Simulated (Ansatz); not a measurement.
## CoSi: optical spectrum from first principles: ground state and bands

Ansatz 0.2.0; DFT, PBE, plane-wave PAW, default files, scalar-relativistic, ground state.

The self-consistent density comes first; it also tells whether there is a gap, which decides the occupations and the need for a Drude term.

The database entry behind the starting cell differs from later determinations by our own check (0.1 to 0.3 % short, probably kX units), so it need not match the best structure at ambient conditions.

Contents of input.yaml:

```yaml
crystal:
  lattice:
    - [4.438, 0.0, 0.0]
    - [0.0, 4.438, 0.0]
    - [0.0, 0.0, 4.438]
  atoms:
    - { symbol: Co, position: [0.86, 0.64, 0.36] }
    - { symbol: Co, position: [0.64, 0.36, 0.86] }
    - { symbol: Co, position: [0.36, 0.86, 0.64] }
    - { symbol: Co, position: [0.14, 0.14, 0.14] }
    - { symbol: Si, position: [0.157, 0.343, 0.657] }
    - { symbol: Si, position: [0.343, 0.657, 0.157] }
    - { symbol: Si, position: [0.657, 0.157, 0.343] }
    - { symbol: Si, position: [0.843, 0.843, 0.843] }
kpoints:
  mp_grid: { grid: [5, 5, 5] }
  band_path:
    path:
      - [[0.0, 0.0, 0.0], [0.0, 0.5, 0.0], [0.5, 0.5, 0.0], [0.0, 0.0, 0.0], [0.5, 0.5, 0.5], [0.0, 0.5, 0.0]]
      - [[0.5, 0.5, 0.0], [0.5, 0.5, 0.5]]
    npoints: 10
scf:
  occupations: { method: fermi_dirac, width: 0.05 }
  n_extra_bands: 12
hamiltonian:
  xc: pbe
  pseudopotentials: { kind: paw }
output:
  forces: true
  stress: true
  populations: true
  write_bands: true
  write_density: true
  write_potential: true
  elf: true
  volumetric_format: npy
```

Command:

```bash
$ ansatz run input.yaml --threads 4 --pin off --max-ram 8192MiB --backend cpu --events-out ev --progress --plain --runs-dir out
```

Q: Predict the electronic bands.

An even count of 84 valence electrons could fill 42 bands, but bands overlap in energy here, so the system is a metal.

ELF in the ac plane at fractional y = 0.140, with atoms of Co and Si within 0.2 Å of it. It is the smooth field of the valence electrons, not physical close to the nuclei.

Valence density in the ac plane at fractional y = 0.140, with atoms of Co and Si within 0.2 Å of it.

This run has no spin polarisation, although Co can carry a moment.

This step gave:

| Property | Result |
| --- | --- |
| volume | 87.41 Å³ |
| gap on the path | 0 eV |

Electronic bands along the path, in eV, zero at the Fermi level; # counts the bands kept:

| point | #23 | #24 | #25 | #26 | #27 | #28 | #29 | #30 |
| --- | --- | --- | --- | --- | --- | --- | --- | --- |
| Γ | -0.81 | -0.81 | -0.04 | -0.04 | -0.04 | 2.43 | 2.43 | 2.43 |
| halfway | -0.80 | -0.69 | -0.36 | -0.21 | 0.70 | 1.60 | 1.62 | 1.88 |
| X | -0.70 | -0.70 | -0.50 | -0.50 | 0.96 | 0.96 | 1.43 | 1.43 |
| halfway | -0.87 | -0.87 | -0.34 | -0.34 | 0.84 | 0.84 | 2.26 | 2.26 |
| M | -1.04 | -1.04 | -0.06 | -0.06 | 0.53 | 0.53 | 1.96 | 1.96 |
| halfway | -0.89 | -0.72 | -0.53 | -0.18 | 0.74 | 1.58 | 1.90 | 2.02 |
| Γ | -0.81 | -0.81 | -0.04 | -0.04 | -0.04 | 2.43 | 2.43 | 2.43 |
| halfway | -1.10 | -0.85 | -0.53 | -0.17 | 0.46 | 1.47 | 1.67 | 2.80 |
| R | -1.26 | -1.26 | -0.24 | -0.24 | -0.24 | -0.24 | 5.28 | 5.28 |
| halfway | -1.01 | -1.01 | -0.38 | -0.38 | 0.67 | 0.67 | 2.38 | 2.38 |
| X | -0.70 | -0.70 | -0.50 | -0.50 | 0.96 | 0.96 | 1.43 | 1.43 |
| jump to M | -1.04 | -1.04 | -0.06 | -0.06 | 0.53 | 0.53 | 1.96 | 1.96 |
| halfway | -1.12 | -1.12 | -0.28 | -0.28 | 0.22 | 0.22 | 3.08 | 3.08 |
| R | -1.26 | -1.26 | -0.24 | -0.24 | -0.24 | -0.24 | 5.28 | 5.28 |

Ten even steps from '0' (0.16) to '9' (0.97), each cell a mean:
```
00000100001232
22222210001233
44443210001233
45554211011222
34554222222211
24564224554211
24554345543321
23333355211332
10001453120353
01100354111452
15730155313541
49971045555520
37951023444310
03410011122220
```

Ten steps, logarithmic in the rise over the least value, from '_' (0 e/Å³) to '@' (42 e/Å³), each cell a mean:
```
....::..________........__..
........________........____
__......________........____
__........________..________
__..........________________
____........__......________
____......__..........______
____________....____________
........____....______....__
::----::........______......
==**##++::......____........
++@@@@##--..__............::
++%%@@**--..______....__....
--++++==::________....____..
```

[Logs are printed without paths, hosts, clocks, repeated set-up lines and the standing remarks that a program may print on its own settings, such as how far it seeks lower states.]

[Hosts, paths, dates, database ids (printed as entryN), source tags and the programs' standing remarks are cut or masked in the printed files.]
